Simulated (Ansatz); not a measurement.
# HfN (Fm-3m): zone-centre modes under pressure

Aim: how do the optical modes of HfN (Fm-3m) move with volume?

Main program and level: Ansatz 0.2.0; DFT PBEsol, scalar-relativistic, plane waves, PAW; PAW set soft_1.

The database entry behind the starting cell differs from later determinations by our own check (about 0.3 % short), so it need not match the best structure at ambient conditions.

### Step 1. Set-up

It takes space group Fm-3m (No. 225, cubic). Conventional cell: a = 4.512 Å, b = 4.512 Å, c = 4.512 Å, α = 90.00°, β = 90.00°, γ = 90.00°. Nearest to N lie 6 Hf at 2.26 Å. Nearest to Hf lie 6 N at 2.26 Å. Farther neighbours and most contacts between anions are not listed.

### Step 2. Bringing the structure to rest

Harmonic phonons are second derivatives at a point where the forces vanish, and they are wanted at zero stress, so atoms and cell are relaxed first.

Input file input.yaml:

```yaml
crystal:
  lattice:
    - [0.0, 2.256, 2.256]
    - [2.256, 0.0, 2.256]
    - [2.256, 2.256, 0.0]
  atoms:
    - { symbol: "N", position: [0.5, 0.5, 0.5] }
    - { symbol: Hf, position: [0.0, 0.0, 0.0] }
kpoints:
  mp_grid: { grid: [16, 16, 16] }
hamiltonian:
  xc: pbesol
  pseudopotentials: { kind: paw, azcp: { folder: soft_1 }, xc_functional: pbe }
scf:
  occupations: { method: gaussian, width: 0.1 }
output:
  forces: true
  stress: true
  eigenvalues: true
relax:
  adjacent_minimum: "off"
  f_tol: 0.005
  max_steps: 80
  cell: { stress_tol: 0.05 }
```

The run is started by

```bash
> ansatz run input.yaml --threads 4 --pin off --max-ram 10240MiB --backend cpu --events-out ev --progress --plain --runs-dir out
```

Numbers of over 12 decimals in the logs are rounded to 6 here.

The log of the run:

```text
Engine: ansatz 0.2.0, x86_64-unknown-linux-gnu
Pseudopotentials: kind: paw
Pseudopotential: N, paw, valence charge 5, recommended cutoff 420 eV (normal), soft_1/N.paw.azcp
Pseudopotential: Hf, paw, valence charge 26, recommended cutoff 420 eV (normal), soft_1/Hf.paw.azcp
Functional definition: PBEsol
  exchange = pbesol_x
  correlation = pbesol_c
Crystal: 2 atoms, lattice volume = 22.964 Å³
Basis set: ecut = 420 eV, 459 PW (Γ), exchange–correlation on 48×48×48 points (8 copies of the dense FFT grid, shifted against one another)
Bands: 20, of which v1, the nominal top of the filled ones, is band 16 counted from 1 (15 counted from 0)
Symmetry: 48 space group operations
Space group: Fm-3m (ITA 225), of the structure as read, at distance tolerance 2.8e-5 Å
k-points: 145 of 4096
Non-local potential: N, projectors of the file, l = 0: 2, l = 1: 2, l = 2: 1
Non-local potential: Hf, projectors of the file, l = 0: 3, l = 1: 2, l = 2: 2, l = 3: 3
PAW form: soft (Blöchl's): semilocal exchange-correlation on the pseudo side does not see the compensation charge
PAW frozen core: N, regenerated for the run's functional, and the local potential with it (the file was generated under x = pbe(κ = 0.804, μ = 0.219515), c = pbe(β = 0.066725))
PAW frozen core: Hf, regenerated for the run's functional, and the local potential with it (the file was generated under x = pbe(κ = 0.804, μ = 0.219515), c = pbe(β = 0.066725))
PAW one-centre angular grid: N, 110 points (default); XC on 64 Gauss nodes
PAW one-centre angular grid: Hf, 590 points (default); XC on 64 Gauss nodes
Initial density: superposition of atomic densities (chi_scale 0.1, normalization cell, long waves kept (reshape's long-wave potential 0.00 eV rms))
Initial wavefunctions: pseudopotential atomic-orbital guess
Functional: x = pbesol(κ = 0.804, μ = 0.123457), c = pbesol(β = 0.046)
SCF iter   1: F=—  HF=-15981.049275 eV  |F-HF|=—  |Δ(HF+E_count)|=         —  Δρ=4.63e-2  dr2=2.47e-1  ethr=3.10e-3  ⟨swp⟩=5.0  Hψ=12620  notcnv=0
preconditioner: auto → Kerker (q_TF=auto, 2.868 Å⁻¹)  [metal: Δε(μ)=0.017 eV  Ē_g=19.060 eV  σ=0.100 eV  W_gap=0.10  n_scr=14 (ndim 8)  ℏωp=41.7 eV  f_vac=0.000  D(μ)=0.59/eV (n_scr^D=0)]
SCF iter   2: F=—  HF=-15981.032221 eV  |F-HF|=—  |Δ(HF+E_count)|=   1.71e-2  Δρ=2.84e-2  dr2=7.86e-2  ethr=7.98e-4  ⟨swp⟩=1.9  Hψ=4301  notcnv=0  defer=21
SCF iter   3: F=—  HF=-15981.024784 eV  |F-HF|=—  |Δ(HF+E_count)|=   7.44e-3  Δρ=5.54e-3  dr2=7.13e-3  ethr=2.54e-4  ⟨swp⟩=1.3  Hψ=2900  notcnv=0  defer=21
SCF iter   4: F=—  HF=-15981.023527 eV  |F-HF|=—  |Δ(HF+E_count)|=   1.26e-3  Δρ=1.47e-3  dr2=2.75e-4  ethr=2.30e-5  ⟨swp⟩=2.0  Hψ=3255  notcnv=0  defer=21
SCF iter   5: F=—  HF=-15981.023703 eV  |F-HF|=—  |Δ(HF+E_count)|=   1.77e-4  Δρ=8.52e-4  dr2=1.01e-4  ethr=8.89e-7  ⟨swp⟩=2.4  Hψ=5439  notcnv=0  defer=21
SCF iter   6: F=—  HF=-15981.023564 eV  |F-HF|=—  |Δ(HF+E_count)|=   1.39e-4  Δρ=2.53e-4  dr2=8.15e-6  ethr=3.25e-7  ⟨swp⟩=2.6  Hψ=5298  notcnv=0  defer=21
SCF iter   7: F=—  HF=-15981.023566 eV  |F-HF|=—  |Δ(HF+E_count)|=   2.02e-6  Δρ=4.61e-5  dr2=3.92e-7  ethr=2.63e-8  ⟨swp⟩=2.2  Hψ=4634  notcnv=0  defer=21
SCF iter   8: F=-15981.023566 eV  HF=-15981.023566 eV  |F-HF|=5.34e-8  |Δ(HF+E_count)|=   1.40e-7  Δρ=1.11e-5  dr2=2.44e-8  ethr=3.23e-10  ⟨swp⟩=7.9  Hψ=15475  notcnv=0
SCF 1 converged in 8 iterations: F = -15981.023566 eV  dr2 = 2.44e-8
  greatest PAW one-centre occupation: 0.998 electrons in one spin orbital (limit 2), on the Hf atom at site 1 (counted from 0), in its partial waves of l = 0
relax step   1: F+E_penalty+E_count = -15981.02356598 eV  Δ(F+E_penalty+E_count) = +0.000e0 eV  max|allowed force component| = 4.898e-30 eV/Å  Δτ_max = 0.0000 Å  P = -1.915 GPa  Ω = 22.964 Å³  (8 SCF iters, dr2 threshold 1.00e-7 eV, accepted)
Crystal: 2 atoms, lattice volume = 22.729 Å³
Initial density: handed on by an earlier stage of this run
Initial wavefunctions: those handed on with the density
iter 1 solved again at ethr=1.44e-6 eV; its pass at ethr=3.10e-3 eV (dr2=4.46e-4 eV) is discarded
SCF iter   1: F=—  HF=-15981.024878 eV  |F-HF|=—  |Δ(HF+E_count)|=         —  Δρ=1.39e-3  dr2=4.25e-4  ethr=1.44e-6  ⟨swp⟩=2.5  Hψ=15346  notcnv=0
preconditioner: auto → Kerker (q_TF=auto, 2.873 Å⁻¹)  [metal: Δε(μ)=0.012 eV  Ē_g=19.056 eV  σ=0.100 eV  W_gap=0.07  n_scr=14 (ndim 8)  ℏωp=41.9 eV  f_vac=0.000  D(μ)=0.61/eV (n_scr^D=0)]
SCF iter   2: F=—  HF=-15981.024785 eV  |F-HF|=—  |Δ(HF+E_count)|=   9.29e-5  Δρ=3.45e-4  dr2=2.62e-5  ethr=1.37e-6  ⟨swp⟩=2.0  Hψ=3861  notcnv=0
SCF iter   3: F=—  HF=-15981.024780 eV  |F-HF|=—  |Δ(HF+E_count)|=   5.49e-6  Δρ=1.76e-4  dr2=6.43e-6  ethr=8.46e-8  ⟨swp⟩=2.0  Hψ=4279  notcnv=0
SCF iter   4: F=—  HF=-15981.024779 eV  |F-HF|=—  |Δ(HF+E_count)|=   2.78e-7  Δρ=1.04e-4  dr2=2.43e-6  ethr=2.07e-8  ⟨swp⟩=2.0  Hψ=4663  notcnv=0
SCF iter   5: F=-15981.024778 eV  HF=-15981.024778 eV  |F-HF|=4.27e-8  |Δ(HF+E_count)|=   1.77e-6  Δρ=2.22e-5  dr2=9.35e-8  ethr=6.45e-10  ⟨swp⟩=4.8  Hψ=15473  notcnv=0
SCF 2 converged in 5 iterations: F = -15981.024778 eV  dr2 = 9.35e-8
relax step   2: F+E_penalty+E_count = -15981.02477762 eV  Δ(F+E_penalty+E_count) = -1.212e-3 eV  max|allowed force component| = 5.391e-30 eV/Å  Δτ_max = 0.0000 Å  P = +1.023 GPa  Ω = 22.729 Å³  energy of the carried Pulay correction = +5.382e-4 eV  (5 SCF iters, dr2 threshold 2.00e-7 eV, accepted)
Crystal: 2 atoms, lattice volume = 22.810 Å³
iter 1 solved again at ethr=1.76e-7 eV; its pass at ethr=3.10e-3 eV (dr2=5.46e-5 eV) is discarded
SCF iter   1: F=—  HF=-15981.024859 eV  |F-HF|=—  |Δ(HF+E_count)|=         —  Δρ=4.85e-4  dr2=5.20e-5  ethr=1.76e-7  ⟨swp⟩=2.2  Hψ=14726  notcnv=0
preconditioner: auto → Kerker (q_TF=auto, 2.871 Å⁻¹)  [metal: Δε(μ)=0.010 eV  Ē_g=19.048 eV  σ=0.100 eV  W_gap=0.06  n_scr=14 (ndim 8)  ℏωp=41.9 eV  f_vac=0.000  D(μ)=0.62/eV (n_scr^D=0)]
SCF iter   2: F=—  HF=-15981.024848 eV  |F-HF|=—  |Δ(HF+E_count)|=   1.17e-5  Δρ=1.14e-4  dr2=2.71e-6  ethr=1.68e-7  ⟨swp⟩=2.0  Hψ=3887  notcnv=0
SCF iter   3: F=—  HF=-15981.024848 eV  |F-HF|=—  |Δ(HF+E_count)|=   1.01e-7  Δρ=5.71e-5  dr2=6.60e-7  ethr=6.45e-10  ⟨swp⟩=7.2  Hψ=16306  notcnv=0
SCF iter   4: F=—  HF=-15981.024848 eV  |F-HF|=—  |Δ(HF+E_count)|=   7.15e-8  Δρ=3.78e-5  dr2=3.07e-7  ethr=6.45e-10  ⟨swp⟩=6.3  Hψ=14577  notcnv=0
SCF iter   5: F=-15981.024848 eV  HF=-15981.024848 eV  |F-HF|=6.42e-9  |Δ(HF+E_count)|=   2.07e-7  Δρ=7.72e-6  dr2=1.36e-8  ethr=6.45e-10  ⟨swp⟩=5.3  Hψ=11753  notcnv=0
SCF 3 converged in 5 iterations: F = -15981.024848 eV  dr2 = 1.36e-8
relax step   3: F+E_penalty+E_count = -15981.02484768 eV  Δ(F+E_penalty+E_count) = -7.006e-5 eV  max|allowed force component| = 3.313e-29 eV/Å  Δτ_max = 0.0000 Å  P = -0.010 GPa  Ω = 22.810 Å³  energy of the carried Pulay correction = +3.514e-4 eV  (5 SCF iters, dr2 threshold 2.00e-7 eV, accepted)
Initial wavefunctions: pseudopotential atomic-orbital guess (no wavefunctions were taken with the density)
iter 1 solved again at ethr=6.15e-9 eV; its pass at ethr=3.10e-3 eV (dr2=1.91e-6 eV) is discarded
SCF iter   1: F=—  HF=-15981.024493 eV  |F-HF|=—  |Δ(HF+E_count)|=         —  Δρ=3.08e-5  dr2=4.41e-8  ethr=6.15e-9  ⟨swp⟩=4.9  Hψ=24913  notcnv=0
preconditioner: auto → Kerker (q_TF=auto, 2.871 Å⁻¹)  [metal: Δε(μ)=0.011 eV  Ē_g=19.045 eV  σ=0.100 eV  W_gap=0.06  n_scr=14 (ndim 8)  ℏωp=41.9 eV  f_vac=0.000  D(μ)=0.62/eV (n_scr^D=0)]
SCF iter   2: F=—  HF=-15981.024494 eV  |F-HF|=—  |Δ(HF+E_count)|=   3.25e-7  Δρ=1.77e-5  dr2=2.54e-8  ethr=1.42e-10  ⟨swp⟩=2.6  Hψ=5130  notcnv=0
SCF iter   3: F=—  HF=-15981.024494 eV  |F-HF|=—  |Δ(HF+E_count)|=   2.84e-9  Δρ=9.81e-6  dr2=6.16e-9  ethr=8.19e-11  ⟨swp⟩=2.0  Hψ=5027  notcnv=0
SCF iter   4: F=—  HF=-15981.024494 eV  |F-HF|=—  |Δ(HF+E_count)|=   4.58e-9  Δρ=2.13e-6  dr2=4.48e-10  ethr=1.99e-11  ⟨swp⟩=2.0  Hψ=5177  notcnv=0
SCF iter   5: F=—  HF=-15981.024494 eV  |F-HF|=—  |Δ(HF+E_count)|=  2.15e-10  Δρ=9.41e-7  dr2=1.35e-10  ethr=1.45e-12  ⟨swp⟩=2.1  Hψ=5203  notcnv=0
SCF iter   6: F=-15981.024494 eV  HF=-15981.024494 eV  |F-HF|=3.64e-12  |Δ(HF+E_count)|=  2.55e-11  Δρ=1.80e-7  dr2=4.27e-12  ethr=1.00e-12  ⟨swp⟩=6.0  Hψ=16794  notcnv=0
SCF 4 converged in 6 iterations: F = -15981.024494 eV  dr2 = 4.27e-12
  Residual-converged pass: ⟨swp⟩=1.0  Hψ=3481  notcnv=0  max |occ|·‖R‖ = 7.0e-9 eV (tolerance 1.0e-8 eV)  dr2=4.27e-12  dr2_onsite=7.07e-12  max |Δocc| = 8.7e-12
relax step   4: F+E_penalty+E_count = -15981.02449370 eV  Δ(F+E_penalty+E_count) = +3.540e-4 eV  max|allowed force component| = 3.655e-29 eV/Å  Δτ_max = 0.0000 Å  P = -0.031 GPa  Ω = 22.810 Å³  stress off target by 3.12e-2 GPa  SCF on the basis re-selected at this cell (its energy is not comparable with the rows above)  (6 SCF iters)
basis re-selected at this cell: Δ(F+E_penalty+E_count) = +3.540e-4 eV, ΔP = -0.021 GPa vs the last step (what re-selecting the basis moved, of the pressure what is left beyond the Pulay correction that the steps carried, after the strain that the cell walked since its last selection, with what the two solves' SCF thresholds leave and, on support functions, any second-order correction that the steps lacked; it is no m [...]
SCF converged after 6 iterations
Free energy (F): -15981.024494 eV
Harris-Foulkes:  -15981.024494 eV  (|F-HF|=3.64e-12)
Internal energy: -15981.021418 eV  (E = F + TS)
E sigma→0 (E₀):  -15981.022956 eV
Entropy (-TS):   -0.003076 eV (-1.538 meV/atom)
Fermi energy:    22.245555 eV
--- Per-component energies (eV) ---
  E_band       = 133.324847
  E_kinetic    = 539.587123
  E_local      = -5918.695592  (includes V_loc(G=0)·N_el)
  E_nonlocal   = 102.944435
  E_hartree    = 2913.068666
  E_xc         = -325.037980
  E_vxc        = -331.820291  (∫ρ·V_xc dr)
  E_paw        = -7700.948096  (= ΣΔE_a)
  E_vpaw       = -84.829315  (= ΣTr[D̂ρ^β])
  E_aug_tail   = 0.001126  (compensation charges beyond the density's cutoff)
  E_ewald      = -5593.220255
  E_core_change = 1.279155  (= ΣΔE_core)
  E_smearing   = -0.003076  (= −TS)
  E_closure    = -0.000000  (closes the sum)
  Σ components = -15981.024494   (vs F -15981.024494, Δ=0.00e0)
--- Forces (eV/Å), atoms counted from 1 ---
  atom   1  N     -0.00000000     0.00000000    -0.00000000
  atom   2  Hf     0.00000000     0.00000000    -0.00000000
  max |Σ_I F_I| component: 5.31e-29 eV/Å
--- Stress (GPa, compression-positive) ---
       -0.031249      -0.000000      -0.000000
       -0.000000      -0.031249       0.000000
       -0.000000       0.000000      -0.031249
  P = ⅓ Tr σ = -0.0312 GPa (-0.312 kbar)
--- Band table (eV; the first three rows and the last of 145) ---
  k-point 0: bands = [... 12 lower, 19.3420, 19.3420, 19.3420, 21.8450, 21.8450, 21.8450, 24.1196, 24.1924]
  k-point 1: bands = [... 12 lower, 18.9207, 19.0892, 19.0892, 21.9741, 21.9862, 21.9862, 24.4122, 24.5091]
  k-point 2: bands = [... 12 lower, 17.9876, 18.5091, 18.5091, 22.1913, 22.3522, 22.3522, 25.1551, 25.3266]
  k-point 144: bands = [... 12 lower, 16.0752, 16.7520, 16.7520, 23.3923, 23.3923, 27.8686, 27.8897, 28.4659]
--- Relaxed structure (3 steps of the walk, 3 accepted, 1 SCFs on fresh bases) ---
  F+E_penalty+E_count = -15981.02449370 eV   max|allowed force component| = 3.655e-29 eV/Å   (the final SCF, on the basis selected at the relaxed cell)
  cell:  # Å, volume = 22.8100 Å³
    - [0, 2.250946, 2.250946]
    - [2.250946, 0, 2.250946]
    - [2.250946, 2.250946, 0]
  atoms:
    - { symbol: N, position: [0.500000, 0.500000, 0.500000] }
    - { symbol: Hf, position: [0, 0, 0] }
```

Elapsed: 4.1 s, on 4 threads of Intel Xeon Platinum 8375C at 2.90GHz (Ice Lake), shared host; peak memory 0.46 GiB; 14 s of CPU time.

This run has no spin polarisation although its electron count is odd.

Relaxation path:

```csv
step,energy less that of the first step (eV),largest force component (eV/Å),pressure (GPa),volume (Å³)
1,0.0000,0.0000,-1.91,22.96
2,-0.0012,0.0000,1.02,22.73
3,-0.0013,0.0000,-0.01,22.81
4*,-0.0009,0.0000,-0.03,22.81
```

Relaxation steps marked * repeat the geometry before them on a plane-wave basis chosen anew for their cell, so energy and pressure can jump there.

Forces are held to the 48 operations that the run works with; a distortion that breaks them can't arise in this run.

```
conventional cell, symmetrised  before  after  change
                         a (Å)   4.512  4.502  -0.2 %
                         b (Å)   4.512  4.502  -0.2 %
                         c (Å)   4.512  4.502  -0.2 %
              volume (Å³/atom)   11.48  11.41  -0.7 %
```

The relaxed structure:

```
N Hf
1.0
     0.00000    2.25095    2.25095
     2.25095    0.00000    2.25095
     2.25095    2.25095    0.00000
N Hf
1 1
Cartesian
  2.2509 2.2509 2.2509
  0.0000 0.0000 0.0000
```

Numbers from this step:

```
pressure          : -0.03125 GPa
volume per atom   : 11.41 Å³
gap on the k-mesh : 0 eV
```

In this step the volume went from 11.48 to 11.41 Å³/atom.

### Step 3. Tight relaxation

Phonons need small forces and stress, so the relaxation is finished with tight tolerances on 16×16×16 k points.

input.yaml, the sections that differ from step 2:

```yaml
crystal:
  lattice:
    - [0.0, 2.2509462112, 2.2509462112]
    - [2.2509462112, 0.0, 2.2509462112]
    - [2.2509462112, 2.2509462112, 0.0]
  atoms:
    - { symbol: "N", position: [0.5, 0.5, 0.5] }
    - { symbol: Hf, position: [0.0, 0.0, 0.0] }
scf:
  occupations: { method: methfessel_paxton, width: 0.2 }
output:
  forces: true
  stress: true
  eigenvalues: true
  write_density: true
  write_potential: true
  elf: true
  volumetric_format: npy
relax:
  adjacent_minimum: "off"
  f_tol: 0.001
  max_steps: 60
  cell: { stress_tol: 0.01 }
# kpoints, hamiltonian: as in step 2
```

The log of the run:

```text
[...]
Crystal: 2 atoms, lattice volume = 22.810 Å³
Basis set: ecut = 420 eV, 459 PW (Γ), exchange–correlation on 48×48×48 points (8 copies of the dense FFT grid, shifted against one another)
Bands: 20, of which v1, the nominal top of the filled ones, is band 16 counted from 1 (15 counted from 0)
Symmetry: 48 space group operations
[...]
k-points: 145 of 4096
[...]
k-point 144: bands = [... 12 lower, 16.0784, 16.7556, 16.7556, 23.3966, 23.3966, 27.8742, 27.8955, 28.4717]
--- Relaxed structure (3 steps of the walk, 3 accepted, 1 SCFs on fresh bases) ---
[...]
cell:  # Å, volume = 22.8060 Å³
    - [0, 2.250814, 2.250814]
    - [2.250814, 0, 2.250814]
    - [2.250814, 2.250814, 0]
  atoms:
    - { symbol: N, position: [0.5, 0.5, 0.5] }
    - { symbol: Hf, position: [0, 0, 0] }
[key lines of the parts left out:]
SCF converged after 6 iterations
Free energy (F): -15981.023147 eV
Fermi energy:    22.253511 eV
P = ⅓ Tr σ = -0.0007 GPa (-0.007 kbar)
```

The job ended after 3.9 s (4 threads; peak memory 0.46 GiB).

Little changed from the start: no atom moved by 0.005 Å and no cell edge by 0.1 %.

Numbers from this step:

```yaml
pressure: -6.78e-4 GPa
volume_per_atom: 11.40 Å³
```

ELF in the ac plane of the conventional cell at fractional y = 0.000, with atoms of N and Hf within 0.2 Å of it. It is the smooth field of the valence electrons, not physical close to the nuclei.

Ten even steps from '_' (0.13) to '@' (0.85), each cell a mean:
```
@@@@++__++%%++--##%%::::%%@@
%%##--__==%%%%%%@@##....++%%
--..____::==++++++--____..::
::....________..________..::
%%##++..__--++**==..__--##%%
**%%##....##@@@@%%==__++@@##
__**%%::--%%@@@@@@**..++%%--
--##%%::::%%@@@@@@++__++%%++
%%@@##....++%%%%##--__==%%%%
++++--____..::--..____::==++
..________..::::....________
**==..__--##%%%%##++..__--++
@@%%==__++@@##**%%##....##@@
@@@@**..++%%--__**%%::--%%@@
```
Columns run along a (4.5 Å), rows up along c (4.5 Å), edges of the conventional cell, whose origin can differ from the input's. Atoms in or near the plane, at fractional coordinates: N at (0.50, 0.00), N at (0.00, 0.50), Hf at (0.00, 0.00), Hf at (0.50, 0.50).

Electrostatic potential energy in the ac plane of the conventional cell at fractional y = 0.000, with atoms of N and Hf within 0.2 Å of it. With pseudopotentials it is smooth inside the atoms' cores, unlike the true potential.

Ten even steps from '0' (-29 eV) to '9' (20 eV), each cell a mean:
```
53479500289634
33689854799743
56899999999976
89999877899999
79998644579998
14996334358972
01785356447940
02896345347950
47997433368985
99999765689999
78999998999987
45799987999864
43589721499633
64479400178535
```
Columns run along a (4.5 Å; values clipped at the 3rd and 97th percentile), rows up along c (4.5 Å), edges of the conventional cell, whose origin can differ from the input's. Atoms in or near the plane, at fractional coordinates: N at (0.50, 0.00), N at (0.00, 0.50), Hf at (0.00, 0.00), Hf at (0.50, 0.50).

Valence density in the ac plane of the conventional cell at fractional y = 0.000, with atoms of N and Hf within 0.2 Å of it. It is the smooth field of the valence electrons, not physical close to the nuclei.

Ten steps, logarithmic in the rise over the least value, from '0' (0 e/Å³) to '9' (50 e/Å³), each cell a mean:
```
97311244320158
64100123210135
21000011100011
10000011000000
21000134210012
33101478620123
43212699841134
43201589731124
32101356410012
11000112100001
10000001000001
42100122100013
86201233310147
98411344321269
```
Columns run along a (4.5 Å), rows up along c (4.5 Å), edges of the conventional cell, whose origin can differ from the input's. Atoms in or near the plane, at fractional coordinates: N at (0.50, 0.00), N at (0.00, 0.50), Hf at (0.00, 0.00), Hf at (0.50, 0.50).

The forces vanish by symmetry and the pressure is -0.001 GPa, within the tolerances set. The cell now holds 11.40 Å³/atom.

[end of part 1 of 2]

[Logs are printed without paths, hosts, clocks, repeated set-up lines and the standing remarks that a program may print on its own settings, such as how far it seeks lower states.]

[Hosts, paths, dates, database ids (printed as entryN), source tags and the programs' standing remarks are cut or masked in the printed files.]
